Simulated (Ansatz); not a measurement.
# Rb on Ni(100): change of the work function, part 5 of 5

How does one ordered layer of Rb (top site) change the work function of Ni(100), and what dipole does each adsorbate carry?

Ansatz 0.2.0; plane-wave DFT, PBE, Ansatz PAW.

So far, work function, upper face (eV): step 2 (the clean slab) 4.88; step 5 (the slab at 0.25 ML, atoms frozen) 1.87; step 6 (the substrate of the 0.25 ML cell alone) 4.88; step 7 (the adsorbate layer of the 0.25 ML cell alone) 2.40; step 9 (the same run with other settings) 1.86.

## 10. Varying the input

System of this step: Ni(100). The cell holds 4 atoms: 4 Ni. Its edges and angles: a = 2.489 Å, b = 2.489 Å, c = 23.280 Å, α = 90.0°, β = 90.0°, γ = 90.0°. Vacuum lies along c.

An input spoilt on purpose, to show how the run answers: it repeats the earlier run at 0 ML with efield.amplitude to 1.5, and scf.max_iter set to 100.

input.yaml reads:

```yaml
crystal:
  lattice:
    - [2.4890158698, 0.0, 0.0]
    - [0.0, 2.4890158698, 0.0]
    - [0.0, 0.0, 23.28]
  atoms:
    - { symbol: Ni, position: [0.5, 0.5, 0.3865979381], spin: 0.7 }
    - { symbol: Ni, position: [0.0, 0.0, 0.4621993127], spin: 0.7 }
    - { symbol: Ni, position: [0.5, 0.5, 0.5378006873], spin: 0.7 }
    - { symbol: Ni, position: [0.0, 0.0, 0.6134020619], spin: 0.7 }
magnetization:
  spin_polarized: true
kpoints:
  mp_grid: { grid: [12, 12, 1] }
hamiltonian:
  xc: pbe
scf:
  occupations: { method: fermi_dirac, width: 0.1 }
  convergence: { dr2_threshold: 1.0e-08 }
  max_iter: 100
efield:
  axis: 3
  dipole_correction: true
  ramp_position: 0.97
  ramp_width: 0.06
  amplitude: 1.5
relax:
  f_tol: 0.02
  max_steps: 60
  constraints: [{ sites: [0, 1] }]
output:
  write_potential: true
  write_density: true
  volumetric_format: npy
```

Launch:

```console
ansatz run input.yaml --threads 4 --pin off --max-ram 12288MiB --backend cpu --events-out ev --progress --plain --runs-dir out
```

Numbers of over 12 decimals in the logs are rounded to 6 here.

The program printed:

```text
[...]
Crystal: 4 atoms, lattice volume = 144.224 Å³
Basis set: ecut = 420 eV, 2797 PW (Γ), exchange–correlation on 36×36×320 points (8 copies of the dense FFT grid, shifted against one another)
Bands: 45, of which v1, the nominal top of the filled ones, is band 36 counted from 1 (35 counted from 0)
Symmetry: 8 space group operations
k-points: 28 of 144
[...]
Starting moments: Σ|m| = 2.8 μB on 4 of 4 sites
[...]
SCF iter   1: F=—  HF=-23353.752469 eV  |F-HF|=—  |Δ(HF+E_count)|=         —  Δρ=2.19e-2 (↑1.60e-2 ↓2.19e-2)  dr2=7.63e0  dr2_m=2.32e-1  M=2.961 μB ∫|m|=3.089 μB  β_m=1.00  ethr=3.10e-3  p=0.533 e·Å  D=6.69e-1 V/Å  ΔV_dip=-15.57 eV  dr2_dipole=1.05e0  V_vac-E_F(+/−)=16.47/5.60 eV  ⟨swp⟩=14.1  Hψ=15442  notcnv=0  defer=18
[...]
SCF iter  18: F=-23357.567839 eV  HF=-23357.567839 eV  |F-HF|=2.48e-9  |Δ(HF+E_count)|=   9.43e-9  Δρ=6.35e-7 (↑2.20e-7 ↓6.35e-7)  dr2=9.03e-10  dr2_m=1.16e-10  M=2.755 μB ∫|m|=3.130 μB  ethr=1.00e-12  p=0.440 e·Å  D=5.52e-1 V/Å  ΔV_dip=-12.84 eV  dr2_dipole=1.72e-10  V_vac-E_F(+/−)=14.23/1.09 eV  ⟨swp⟩=6.7  Hψ=17570  notcnv=0
WARN: efield: at this solve's end the planar-averaged density reaches 2.21e-4 e/Å³ inside the ramp window [0.9270, 0.2002] (bound 1e-5 e/Å³), and -2.93e-5 e/Å³ on another of its planes; by the running means of the window's planes the mean density over a ramp is at most 2.07e-4 e/Å³, which is held to the bound (the quickstart, § The vacuum guard, A window that rings); the window's nearer edge stands 4.34 Å from this solve's nearest atom along the axis. Its free energy, forces, stress, dipole, levels and responses can be off, and this figure does not tell by how much. The cell may have no vacuum along `efield.axis`. [rest of the remark cut]
SCF 1 converged in 18 iterations: F = -23357.567839 eV  dr2 = 9.03e-10
[...]
relax step   1: F+E_penalty+E_count = -23357.56783875 eV  Δ(F+E_penalty+E_count) = +0.000e0 eV  max|allowed force component| = 3.960e-1 eV/Å  Δτ_max = 0.0000 Å  (18 SCF iters, accepted)
[...]
SCF iter  14: F=-23357.573466 eV  HF=-23357.573466 eV  |F-HF|=2.22e-9  |Δ(HF+E_count)|=  4.37e-10  Δρ=4.49e-7 (↑1.67e-7 ↓4.49e-7)  dr2=4.89e-10  dr2_m=3.38e-11  M=2.755 μB ∫|m|=3.130 μB  ethr=1.00e-12  p=0.439 e·Å  D=5.51e-1 V/Å  ΔV_dip=-12.82 eV  dr2_dipole=4.40e-11  V_vac-E_F(+/−)=14.25/1.09 eV  ⟨swp⟩=7.1  Hψ=16437  notcnv=0
[...]
SCF 2 converged in 14 iterations: F = -23357.573466 eV  dr2 = 4.89e-10
relax step   2: F+E_penalty+E_count = -23357.57346619 eV  Δ(F+E_penalty+E_count) = -5.627e-3 eV  max|allowed force component| = 2.667e-1 eV/Å  Δτ_max = 0.0120 Å  (14 SCF iters, accepted)
SCF iter   1: F=—  HF=-23357.579221 eV  |F-HF|=—  |Δ(HF+E_count)|=         —  Δρ=1.45e-3 (↑1.14e-3 ↓1.45e-3)  dr2=7.71e-3  dr2_m=8.76e-4  M=2.761 μB ∫|m|=3.136 μB  β_m=1.00  ethr=1.11e-4  p=0.439 e·Å  D=5.51e-1 V/Å  ΔV_dip=-12.82 eV  dr2_dipole=5.79e-4  V_vac-E_F(+/−)=14.24/1.07 eV  ⟨swp⟩=5.1  Hψ=6672  notcnv=0  defer=95
[...]
SCF iter  13: F=-23357.577738 eV  HF=-23357.577738 eV  |F-HF|=6.14e-9  |Δ(HF+E_count)|=   1.99e-9  Δρ=1.26e-6 (↑4.34e-7 ↓1.26e-6)  dr2=4.60e-9  dr2_m=2.69e-10  M=2.756 μB ∫|m|=3.131 μB  ethr=1.00e-12  p=0.438 e·Å  D=5.50e-1 V/Å  ΔV_dip=-12.79 eV  dr2_dipole=5.28e-10  V_vac-E_F(+/−)=14.28/1.08 eV  ⟨swp⟩=7.3  Hψ=17464  notcnv=0
[...]
SCF 3 converged in 13 iterations: F = -23357.577738 eV  dr2 = 4.60e-9
relax step   3: F+E_penalty+E_count = -23357.57773781 eV  Δ(F+E_penalty+E_count) = -4.272e-3 eV  max|allowed force component| = 1.103e-2 eV/Å  Δτ_max = 0.0203 Å  (13 SCF iters, accepted)
[...]
SCF converged after 13 iterations
Stability not checked: this state was not tested for a lower state beside it, because the mixer in use, unlike msr1, does not test its closes by its own steps (another_mixer; see scf.mixing.algorithm and scf.lower_state_search)
Magnetization: 2.7559 μB (37.3779 up, 34.6221 down)
Absolute magnetization: 3.1343 μB (∫|ρ↑−ρ↓|, with the PAW one-centre terms)
[...]
Per-site moments (μB) at R_I (Å): [(0.748404, 1.026719), (0.689208, 1.026719), (0.702387, 1.009585), (0.778916, 1.009585)]
Free energy (F): -23357.577738 eV
[...]
Internal energy: -23357.336065 eV  (E = F + TS)
E sigma→0 (E₀):  -23357.456902 eV
Entropy (-TS):   -0.241672 eV (-60.418 meV/atom)
Fermi energy:    1.960395 eV
Dipole field:    D = 0.549514 V/Å  (p = 0.437981 e·Å, saw-weighted, corrected)
Work function:   not extracted (applied field tilts the vacuum); planar V_es + V_field profile in the machine report
[...]
Vacuum region:   at the solve's end the planar-averaged density reaches 2.16e-4 e/Å³ inside the ramp window [0.9270, 0.2002] (bound 1e-5 e/Å³), and -2.55e-5 e/Å³ on another of its planes; by the running means of the window's planes the mean density over a ramp is at most 2.06e-4 e/Å³, which is held to the bound (the quickstart, § The vacuum guard, A window that rings)
[...]
--- Forces (eV/Å), atoms counted from 1 ---
  atom   1  Ni    -0.00000000     0.00000000     0.29208700
  atom   2  Ni     0.00000000     0.00000000    -0.29002029
  atom   3  Ni    -0.00000000     0.00000000    -0.01102732
  atom   4  Ni    -0.00000000     0.00000000     0.01066730
  max |Σ_I F_I| component: 1.71e-3 eV/Å
--- Band table (eV; the first three rows and the last of 56) ---
  k-point 0 ↑: bands = [... 32 lower, 0.9974, 1.0312, 1.0312, 1.2801, 1.3842, 1.4011, 1.4011, 1.9804, ... 5 higher]
  k-point 1 ↑: bands = [... 32 lower, 0.8033, 0.8387, 1.1335, 1.1648, 1.2141, 1.3475, 1.4249, 2.3614, ... 5 higher]
  k-point 2 ↑: bands = [... 32 lower, 0.6837, 0.6931, 1.0925, 1.1292, 1.2555, 1.3353, 1.4218, 3.0841, ... 5 higher]
  k-point 27 ↓: bands = [... 32 lower, 2.3224, 2.3801, 2.6132, 2.6317, 5.4613, 5.4613, 7.9024, 7.9024, ... 5 higher]
--- Relaxed structure (3 steps of the walk, 3 accepted, 0 SCFs on fresh bases) ---
  F+E_penalty+E_count = -23357.57773781 eV   max|allowed force component| = 1.103e-2 eV/Å
  atoms:
    - { symbol: Ni, position: [0.5, 0.5, 0.386598] }
    - { symbol: Ni, position: [0.0, 0.0, 0.4621993127] }
    - { symbol: Ni, position: [0.5, 0.5, 0.539040] }
    - { symbol: Ni, position: [0, 0.0, 0.612096] }
```

Elapsed: 52 s, on 4 threads of Arm Neoverse V1, shared host; peak memory 0.59 GiB.

| quantity | this run | earlier run | difference |
| --- | --- | --- | --- |
| dipole along the normal (e·Å) | 0.4380 | 5.64e-6 | 0.44 |
| total moment (μB) | 2.756 | 2.748 | 0.0075 |

The applied field differs between the two, so the dipoles differ in any case.

In so strong a field the program warns of density in the ramp of the sawtooth; these numbers are not the system's.

## 11. Outcome

```yaml
work_function_of_the_clean_face: 4.88 eV
work_function_at_0p25_ml: 1.86 eV
dipole_per_adsorbate_at_0p25_ml_positive_end_outwards: 2.00 D
step_of_the_potential_from_the_moved_charge_at_0p25_ml_upper_less_lower_side_atoms_held: -3.03 eV
```

What this shows: Rb lowers the work function of Ni(100) at the lowest coverage, by 3.02 eV: the adsorbate layer has its positive end outwards. One coverage alone was completed, so no trend follows. The slab has 4 layers, at the tabulated experimental lattice constant, one starting site was run, and quantum-size effects of a slab this thin can reach one or two tenths of an eV. The magnetic order is the one reached from the typed start; other orders were not compared.

[Logs are printed without paths, hosts, clocks, repeated set-up lines and the standing remarks that a program may print on its own settings, such as how far it seeks lower states.]

[Hosts, paths, dates, database ids (printed as entryN), source tags and the programs' standing remarks are cut or masked in the printed files.]

[Maps of the electrostatic potential energy from Ansatz leave out the sawtooth potential of an applied field or a dipole correction, so their vacuum need not be flat; planar profiles and work functions include it.]
